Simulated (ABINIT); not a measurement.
# InSbSe3 (Pm-3m): zone-centre phonons, part 4 of 4

Aim: the zone-centre modes of InSbSe3 (Pm-3m).

ABINIT 10.8.3; DFT LDA, scalar-relativistic, plane waves, HGH norm-conserving pseudopotentials.

So far. Step 6 (Linear response at Γ): The acoustic modes at Γ come out as far as 3.2 cm⁻¹ from zero, where they should vanish, a small numerical error. The lowest optical mode is imaginary, 101i cm⁻¹, an instability at this level and on this k mesh. Step 7 (Modes with the sum rule): The rule moves no optical mode by more than 0.2 cm⁻¹. The relaxed cell has a = 5.214 Å (conventional setting).

The structure was built from a prototype and need not be the compound's stable phase.

## Step 8: Sum rules set otherwise (asr 0)

Without the rule the raw error of the acoustic modes shows.

Input file anaddb.abi:

```
ddb_filepath "gamma_DDB"
output_file "anaddb.abo"
outdata_prefix "anaddb"
asr 0
chneut 0
enunit 2
eivec 1
nph1l 1
qph1l 0.0 0.0 0.0 1.0
```

Input file mrgddb.in:

```
gamma_DDB
merged
2
dfpt_gammao_DDB
gso_DDB
```

Launch:

```console
$ mrgddb < mrgddb.in > mrgddb.log
$ OMP_NUM_THREADS=1 anaddb anaddb.abi > anaddb.log
```

anaddb.abo, the main output file:

```text
-outvars_anaddb: echo values of input variables ----------------------

 Miscellaneous information :
      enunit         2
       eivec         1
      chneut         0
 First list of wavevector (reduced coord.) :
       nph1l         1
       qph1l
                     0.00000000E+00  0.00000000E+00  0.00000000E+00    1.000E+00

================================================================================

 read the DDB information and perform some checks

  ==== Info on the Cryst% object ====
 Real(R)+Recip(G) space primitive vectors, cartesian coordinates (Bohr,Bohr^-1):
 R(1)=  9.8526452  0.0000000  0.0000000  G(1)=  0.1014956  0.0000000  0.0000000
 R(2)=  0.0000000  9.8526452  0.0000000  G(2)=  0.0000000  0.1014956  0.0000000
 R(3)=  0.0000000  0.0000000  9.8526452  G(3)=  0.0000000  0.0000000  0.1014956
 Unit cell volume ucvol=  9.5644176E+02 bohr^3
 Angles (23,13,12)=  9.00000000E+01  9.00000000E+01  9.00000000E+01 degrees
 Time-reversal symmetry is present
 Reduced atomic positions [iatom, xred, symbol]:
    1)    0.0000000  0.0000000  0.0000000  In
    2)    0.5000000  0.5000000  0.5000000  Sb
    3)    0.5000000  0.5000000  0.0000000  Se
    4)    0.5000000  0.0000000  0.5000000  Se
    5)    0.0000000  0.5000000  0.5000000  Se

 DDB file with 3 blocks has been read.

================================================================================

 Treat the first list of vectors

  Phonon wavevector (reduced coordinates) :  0.00000  0.00000  0.00000
 Phonon energies in Hartree :
  -4.583179E-04 -4.583179E-04 -4.583179E-04 -4.225487E-04 -4.225487E-04
  -4.225487E-04 -2.211683E-04 -2.211683E-04 -2.211683E-04  1.464816E-05
   1.464816E-05  1.464816E-05  7.149849E-04  7.149849E-04  7.149849E-04
 Phonon energies in meV     :
- -1.247147E+01 -1.247147E+01 -1.247147E+01 -1.149814E+01 -1.149814E+01
- -1.149814E+01 -6.018297E+00 -6.018297E+00 -6.018297E+00  3.985968E-01
-  3.985968E-01  3.985969E-01  1.945573E+01  1.945573E+01  1.945573E+01
 Phonon frequencies in cm-1    :
- -1.005892E+02 -1.005892E+02 -1.005892E+02 -9.273872E+01 -9.273872E+01
- -9.273872E+01 -4.854084E+01 -4.854084E+01 -4.854084E+01  3.214900E+00
-  3.214900E+00  3.214900E+00  1.569210E+02  1.569210E+02  1.569210E+02
 Phonon frequencies in Thz     :
- -3.015587E+00 -3.015587E+00 -3.015587E+00 -2.780237E+00 -2.780237E+00
- -2.780237E+00 -1.455218E+00 -1.455218E+00 -1.455218E+00  9.638029E-02
-  9.638029E-02  9.638029E-02  4.704374E+00  4.704374E+00  4.704374E+00
 Phonon energies in Kelvin  :
- -1.447253E+02 -1.447253E+02 -1.447253E+02 -1.334303E+02 -1.334303E+02
- -1.334303E+02 -6.983943E+01 -6.983943E+01 -6.983943E+01  4.625524E+00
-  4.625524E+00  4.625524E+00  2.257744E+02  2.257744E+02  2.257744E+02

 Eigendisplacements
 (will be given, for each mode : in cartesian coordinates
   for each atom the real part of the displacement vector,
   then the imaginary part of the displacement vector - absolute values smaller than 1.0d-7 are set to zero)
  Mode number    1   Energy   -4.583179E-04
 Attention : low frequency mode.
   (Could be unstable or acoustic mode)
-  1  0.00000000E+00  0.00000000E+00  5.54328337E-04
-     0.00000000E+00  0.00000000E+00  0.00000000E+00
-  2  0.00000000E+00  0.00000000E+00  1.13788924E-03
-     0.00000000E+00  0.00000000E+00  0.00000000E+00
-  3  0.00000000E+00  0.00000000E+00  3.93289329E-04
-     0.00000000E+00  0.00000000E+00  0.00000000E+00
-  4  0.00000000E+00  0.00000000E+00 -1.47471077E-03
-     0.00000000E+00  0.00000000E+00  0.00000000E+00
-  5  0.00000000E+00  0.00000000E+00 -1.47471077E-03
-     0.00000000E+00  0.00000000E+00  0.00000000E+00
  Mode number    2   Energy   -4.583179E-04
 Attention : low frequency mode.
   (Could be unstable or acoustic mode)
-  1  0.00000000E+00 -5.54328337E-04  0.00000000E+00
-     0.00000000E+00  0.00000000E+00  0.00000000E+00
-  2  0.00000000E+00 -1.13788924E-03  0.00000000E+00
-     0.00000000E+00  0.00000000E+00  0.00000000E+00
-  3  0.00000000E+00  1.47471077E-03  0.00000000E+00
-     0.00000000E+00  0.00000000E+00  0.00000000E+00
-  4  0.00000000E+00 -3.93289329E-04  0.00000000E+00
-     0.00000000E+00  0.00000000E+00  0.00000000E+00
-  5  0.00000000E+00  1.47471077E-03  0.00000000E+00
-     0.00000000E+00  0.00000000E+00  0.00000000E+00
  Mode number    3   Energy   -4.583179E-04
 Attention : low frequency mode.
   (Could be unstable or acoustic mode)
-  1  5.54328337E-04  0.00000000E+00  0.00000000E+00
-     0.00000000E+00  0.00000000E+00  0.00000000E+00
-  2  1.13788924E-03  0.00000000E+00  0.00000000E+00
-     0.00000000E+00  0.00000000E+00  0.00000000E+00
-  3 -1.47471077E-03  0.00000000E+00  0.00000000E+00
-     0.00000000E+00  0.00000000E+00  0.00000000E+00
-  4 -1.47471077E-03  0.00000000E+00  0.00000000E+00
-     0.00000000E+00  0.00000000E+00  0.00000000E+00
-  5  3.93289329E-04  0.00000000E+00  0.00000000E+00
-     0.00000000E+00  0.00000000E+00  0.00000000E+00
  Mode number    4   Energy   -4.225487E-04
 Attention : low frequency mode.
   (Could be unstable or acoustic mode)
-  1  0.00000000E+00  0.00000000E+00  0.00000000E+00
-     0.00000000E+00  0.00000000E+00  0.00000000E+00
-  2  0.00000000E+00  0.00000000E+00  0.00000000E+00
-     0.00000000E+00  0.00000000E+00  0.00000000E+00
-  3  0.00000000E+00  0.00000000E+00  0.00000000E+00
-     0.00000000E+00  0.00000000E+00  0.00000000E+00
-  4  0.00000000E+00  0.00000000E+00 -1.86380890E-03
-     0.00000000E+00  0.00000000E+00  0.00000000E+00
-  5  0.00000000E+00  0.00000000E+00  1.86380890E-03
-     0.00000000E+00  0.00000000E+00  0.00000000E+00
  Mode number    5   Energy   -4.225487E-04
 Attention : low frequency mode.
   (Could be unstable or acoustic mode)
-  1  0.00000000E+00  0.00000000E+00  0.00000000E+00
-     0.00000000E+00  0.00000000E+00  0.00000000E+00
-  2  0.00000000E+00  0.00000000E+00  0.00000000E+00
-     0.00000000E+00  0.00000000E+00  0.00000000E+00
-  3  0.00000000E+00 -1.86380890E-03  0.00000000E+00
-     0.00000000E+00  0.00000000E+00  0.00000000E+00
-  4  0.00000000E+00  0.00000000E+00  0.00000000E+00
-     0.00000000E+00  0.00000000E+00  0.00000000E+00
-  5  0.00000000E+00  1.86380890E-03  0.00000000E+00
-     0.00000000E+00  0.00000000E+00  0.00000000E+00
  Mode number    6   Energy   -4.225487E-04
 Attention : low frequency mode.
   (Could be unstable or acoustic mode)
-  1  0.00000000E+00  0.00000000E+00  0.00000000E+00
-     0.00000000E+00  0.00000000E+00  0.00000000E+00
-  2  0.00000000E+00  0.00000000E+00  0.00000000E+00
-     0.00000000E+00  0.00000000E+00  0.00000000E+00
-  3  1.86380890E-03  0.00000000E+00  0.00000000E+00
-     0.00000000E+00  0.00000000E+00  0.00000000E+00
-  4 -1.86380890E-03  0.00000000E+00  0.00000000E+00
-     0.00000000E+00  0.00000000E+00  0.00000000E+00
-  5  0.00000000E+00  0.00000000E+00  0.00000000E+00
-     0.00000000E+00  0.00000000E+00  0.00000000E+00
  Mode number    7   Energy   -2.211683E-04
 Attention : low frequency mode.
   (Could be unstable or acoustic mode)
-  1  0.00000000E+00  0.00000000E+00  1.82172781E-03
-     0.00000000E+00  0.00000000E+00  0.00000000E+00
-  2  0.00000000E+00  0.00000000E+00 -9.91957524E-04
-     0.00000000E+00  0.00000000E+00  0.00000000E+00
-  3  0.00000000E+00  0.00000000E+00 -7.29776677E-04
-     0.00000000E+00  0.00000000E+00  0.00000000E+00
-  4  0.00000000E+00  0.00000000E+00 -1.89536651E-04
-     0.00000000E+00  0.00000000E+00  0.00000000E+00
-  5  0.00000000E+00  0.00000000E+00 -1.89536651E-04
-     0.00000000E+00  0.00000000E+00  0.00000000E+00
  Mode number    8   Energy   -2.211683E-04
 Attention : low frequency mode.
   (Could be unstable or acoustic mode)
-  1  0.00000000E+00 -1.82172781E-03  0.00000000E+00
-     0.00000000E+00  0.00000000E+00  0.00000000E+00
-  2  0.00000000E+00  9.91957524E-04  0.00000000E+00
-     0.00000000E+00  0.00000000E+00  0.00000000E+00
-  3  0.00000000E+00  1.89536651E-04  0.00000000E+00
-     0.00000000E+00  0.00000000E+00  0.00000000E+00
-  4  0.00000000E+00  7.29776677E-04  0.00000000E+00
-     0.00000000E+00  0.00000000E+00  0.00000000E+00
-  5  0.00000000E+00  1.89536651E-04  0.00000000E+00
-     0.00000000E+00  0.00000000E+00  0.00000000E+00
  Mode number    9   Energy   -2.211683E-04
 Attention : low frequency mode.
   (Could be unstable or acoustic mode)
-  1  1.82172781E-03  0.00000000E+00  0.00000000E+00
-     0.00000000E+00  0.00000000E+00  0.00000000E+00
-  2 -9.91957524E-04  0.00000000E+00  0.00000000E+00
-     0.00000000E+00  0.00000000E+00  0.00000000E+00
-  3 -1.89536651E-04  0.00000000E+00  0.00000000E+00
-     0.00000000E+00  0.00000000E+00  0.00000000E+00
-  4 -1.89536651E-04  0.00000000E+00  0.00000000E+00
-     0.00000000E+00  0.00000000E+00  0.00000000E+00
-  5 -7.29776677E-04  0.00000000E+00  0.00000000E+00
-     0.00000000E+00  0.00000000E+00  0.00000000E+00
  Mode number   10   Energy    1.464816E-05
-  1  0.00000000E+00  0.00000000E+00  1.07302757E-03
-     0.00000000E+00  0.00000000E+00  0.00000000E+00
-  2  0.00000000E+00  0.00000000E+00  1.07755030E-03
-     0.00000000E+00  0.00000000E+00  0.00000000E+00
-  3  0.00000000E+00  0.00000000E+00  1.07672264E-03
-     0.00000000E+00  0.00000000E+00  0.00000000E+00
-  4  0.00000000E+00  0.00000000E+00  1.07785665E-03
-     0.00000000E+00  0.00000000E+00  0.00000000E+00
-  5  0.00000000E+00  0.00000000E+00  1.07785665E-03
-     0.00000000E+00  0.00000000E+00  0.00000000E+00
  Mode number   11   Energy    1.464816E-05
-  1  0.00000000E+00  1.07302757E-03  0.00000000E+00
-     0.00000000E+00  0.00000000E+00  0.00000000E+00
-  2  0.00000000E+00  1.07755030E-03  0.00000000E+00
-     0.00000000E+00  0.00000000E+00  0.00000000E+00
-  3  0.00000000E+00  1.07785665E-03  0.00000000E+00
-     0.00000000E+00  0.00000000E+00  0.00000000E+00
-  4  0.00000000E+00  1.07672264E-03  0.00000000E+00
-     0.00000000E+00  0.00000000E+00  0.00000000E+00
-  5  0.00000000E+00  1.07785665E-03  0.00000000E+00
-     0.00000000E+00  0.00000000E+00  0.00000000E+00
  Mode number   12   Energy    1.464816E-05
-  1  1.07302757E-03  0.00000000E+00  0.00000000E+00
-     0.00000000E+00  0.00000000E+00  0.00000000E+00
-  2  1.07755030E-03  0.00000000E+00  0.00000000E+00
-     0.00000000E+00  0.00000000E+00  0.00000000E+00
-  3  1.07785665E-03  0.00000000E+00  0.00000000E+00
-     0.00000000E+00  0.00000000E+00  0.00000000E+00
-  4  1.07785665E-03  0.00000000E+00  0.00000000E+00
-     0.00000000E+00  0.00000000E+00  0.00000000E+00
-  5  1.07672264E-03  0.00000000E+00  0.00000000E+00
-     0.00000000E+00  0.00000000E+00  0.00000000E+00
  Mode number   13   Energy    7.149849E-04
-  1  0.00000000E+00  0.00000000E+00  1.94418082E-05
-     0.00000000E+00  0.00000000E+00  0.00000000E+00
-  2  0.00000000E+00  0.00000000E+00  1.03237226E-03
-     0.00000000E+00  0.00000000E+00  0.00000000E+00
-  3  0.00000000E+00  0.00000000E+00 -2.25853605E-03
-     0.00000000E+00  0.00000000E+00  0.00000000E+00
-  4  0.00000000E+00  0.00000000E+00  3.18296480E-04
-     0.00000000E+00  0.00000000E+00  0.00000000E+00
-  5  0.00000000E+00  0.00000000E+00  3.18296480E-04
-     0.00000000E+00  0.00000000E+00  0.00000000E+00
  Mode number   14   Energy    7.149849E-04
-  1  0.00000000E+00 -1.94418082E-05  0.00000000E+00
-     0.00000000E+00  0.00000000E+00  0.00000000E+00
-  2  0.00000000E+00 -1.03237226E-03  0.00000000E+00
-     0.00000000E+00  0.00000000E+00  0.00000000E+00
-  3  0.00000000E+00 -3.18296480E-04  0.00000000E+00
-     0.00000000E+00  0.00000000E+00  0.00000000E+00
-  4  0.00000000E+00  2.25853605E-03  0.00000000E+00
-     0.00000000E+00  0.00000000E+00  0.00000000E+00
-  5  0.00000000E+00 -3.18296480E-04  0.00000000E+00
-     0.00000000E+00  0.00000000E+00  0.00000000E+00
  Mode number   15   Energy    7.149849E-04
-  1  1.94418082E-05  0.00000000E+00  0.00000000E+00
-     0.00000000E+00  0.00000000E+00  0.00000000E+00
-  2  1.03237226E-03  0.00000000E+00  0.00000000E+00
-     0.00000000E+00  0.00000000E+00  0.00000000E+00
-  3  3.18296480E-04  0.00000000E+00  0.00000000E+00
-     0.00000000E+00  0.00000000E+00  0.00000000E+00
-  4  3.18296480E-04  0.00000000E+00  0.00000000E+00
-     0.00000000E+00  0.00000000E+00  0.00000000E+00
-  5 -2.25853605E-03  0.00000000E+00  0.00000000E+00
-     0.00000000E+00  0.00000000E+00  0.00000000E+00

 Analysis of degeneracies and characters (maximum tolerance=1.00E-06 a.u.)
 For each vibration mode, or group of modes if degenerate,
 the characters are given for each symmetry operation (see the list in the log file).
 Symmetry characters of vibration mode #   1
       degenerate with vibration modes #   2 to    3
  3.0 -3.0 -1.0  1.0 -1.0  1.0 -1.0  1.0  1.0 -1.0 -1.0  1.0  1.0 -1.0 -1.0  1.0
  0.0 -0.0  0.0 -0.0 -0.0  0.0 -0.0  0.0  1.0 -1.0 -1.0  1.0 -1.0  1.0  1.0 -1.0
  0.0 -0.0 -0.0  0.0 -0.0  0.0  0.0 -0.0  1.0 -1.0  1.0 -1.0 -1.0  1.0 -1.0  1.0
 Symmetry characters of vibration mode #   4
       degenerate with vibration modes #   5 to    6
  3.0 -3.0 -1.0  1.0 -1.0  1.0 -1.0  1.0 -1.0  1.0  1.0 -1.0 -1.0  1.0  1.0 -1.0
 -0.0  0.0 -0.0  0.0  0.0 -0.0  0.0 -0.0 -1.0  1.0  1.0 -1.0  1.0 -1.0 -1.0  1.0
 -0.0  0.0  0.0 -0.0  0.0 -0.0 -0.0  0.0 -1.0  1.0 -1.0  1.0  1.0 -1.0  1.0 -1.0
 Symmetry characters of vibration mode #   7
       degenerate with vibration modes #   8 to    9
  3.0 -3.0 -1.0  1.0 -1.0  1.0 -1.0  1.0  1.0 -1.0 -1.0  1.0  1.0 -1.0 -1.0  1.0
  0.0 -0.0 -0.0  0.0  0.0 -0.0 -0.0  0.0  1.0 -1.0 -1.0  1.0 -1.0  1.0  1.0 -1.0
  0.0 -0.0  0.0 -0.0 -0.0  0.0 -0.0  0.0  1.0 -1.0  1.0 -1.0 -1.0  1.0 -1.0  1.0
 Symmetry characters of vibration mode #  10
       degenerate with vibration modes #  11 to   12
  3.0 -3.0 -1.0  1.0 -1.0  1.0 -1.0  1.0  1.0 -1.0 -1.0  1.0  1.0 -1.0 -1.0  1.0
 -0.0  0.0  0.0 -0.0  0.0 -0.0 -0.0  0.0  1.0 -1.0 -1.0  1.0 -1.0  1.0  1.0 -1.0
 -0.0  0.0  0.0 -0.0 -0.0  0.0  0.0 -0.0  1.0 -1.0  1.0 -1.0 -1.0  1.0 -1.0  1.0
 Symmetry characters of vibration mode #  13
       degenerate with vibration modes #  14 to   15
  3.0 -3.0 -1.0  1.0 -1.0  1.0 -1.0  1.0  1.0 -1.0 -1.0  1.0  1.0 -1.0 -1.0  1.0
 -0.0  0.0  0.0 -0.0  0.0 -0.0 -0.0  0.0  1.0 -1.0 -1.0  1.0 -1.0  1.0  1.0 -1.0
 -0.0  0.0  0.0 -0.0 -0.0  0.0  0.0 -0.0  1.0 -1.0  1.0 -1.0 -1.0  1.0 -1.0  1.0
-
```

It took 0.49 s on 1 thread of Arm Neoverse V1, shared host.

Read from the output:

| Quantity | Value |
| --- | --- |
| lowest optical zone-centre mode | -100.6 cm⁻¹ |

Zone-centre frequencies as printed; negative means imaginary. Modes:

```csv
mode,frequency (cm⁻¹)
1,-100.6
2,-100.6
3,-100.6
4,-92.74
5,-92.74
6,-92.74
7,-48.54
8,-48.54
9,-48.54
10,3.21
11,3.21
12,3.21
13,156.9
14,156.9
15,156.9
```

## Step 9: Outcome

```json
{
  "space group after relaxation": "Pm-3m",
  "volume per atom": "28.3 Å³",
  "highest optical zone-centre mode (no LO-TO term)": "156.9 cm⁻¹",
  "lowest optical zone-centre mode": "-100.7 cm⁻¹",
  "imaginary optical modes at the zone centre (no q mesh in this session)": "yes"
}
```

In words: At the LDA level the optical modes of InSbSe3 (Pm-3m) at the zone centre run from 101i to 157 cm⁻¹, so the structure is a saddle point, with 9 modes beyond 10i cm⁻¹ there. The base run prints -0.88 GPa, mostly the error of a finite basis; the relaxation, with a smoothed and higher cutoff, had brought the cell to rest. These are harmonic frequencies at zero temperature: anharmonic shifts and linewidths and thermal expansion are left out. Spin-orbit coupling is left out, which can matter for the heavy elements here. The HGH files keep few electrons and have no core correction, which is cheap but rough for In and Sb. In a metal the frequencies hang on the k mesh and the smearing, most of all near Kohn anomalies. The structure is a hypothetical one, built on a prototype.

[Host names and launcher messages were left out of these logs when they were recorded.]

[Logs are printed without paths, hosts, clocks, repeated set-up lines and the standing remarks that a program may print on its own settings, such as how far it seeks lower states.]

[Hosts, paths, dates, database ids (printed as entryN), source tags and the programs' standing remarks are cut or masked in the printed files.]
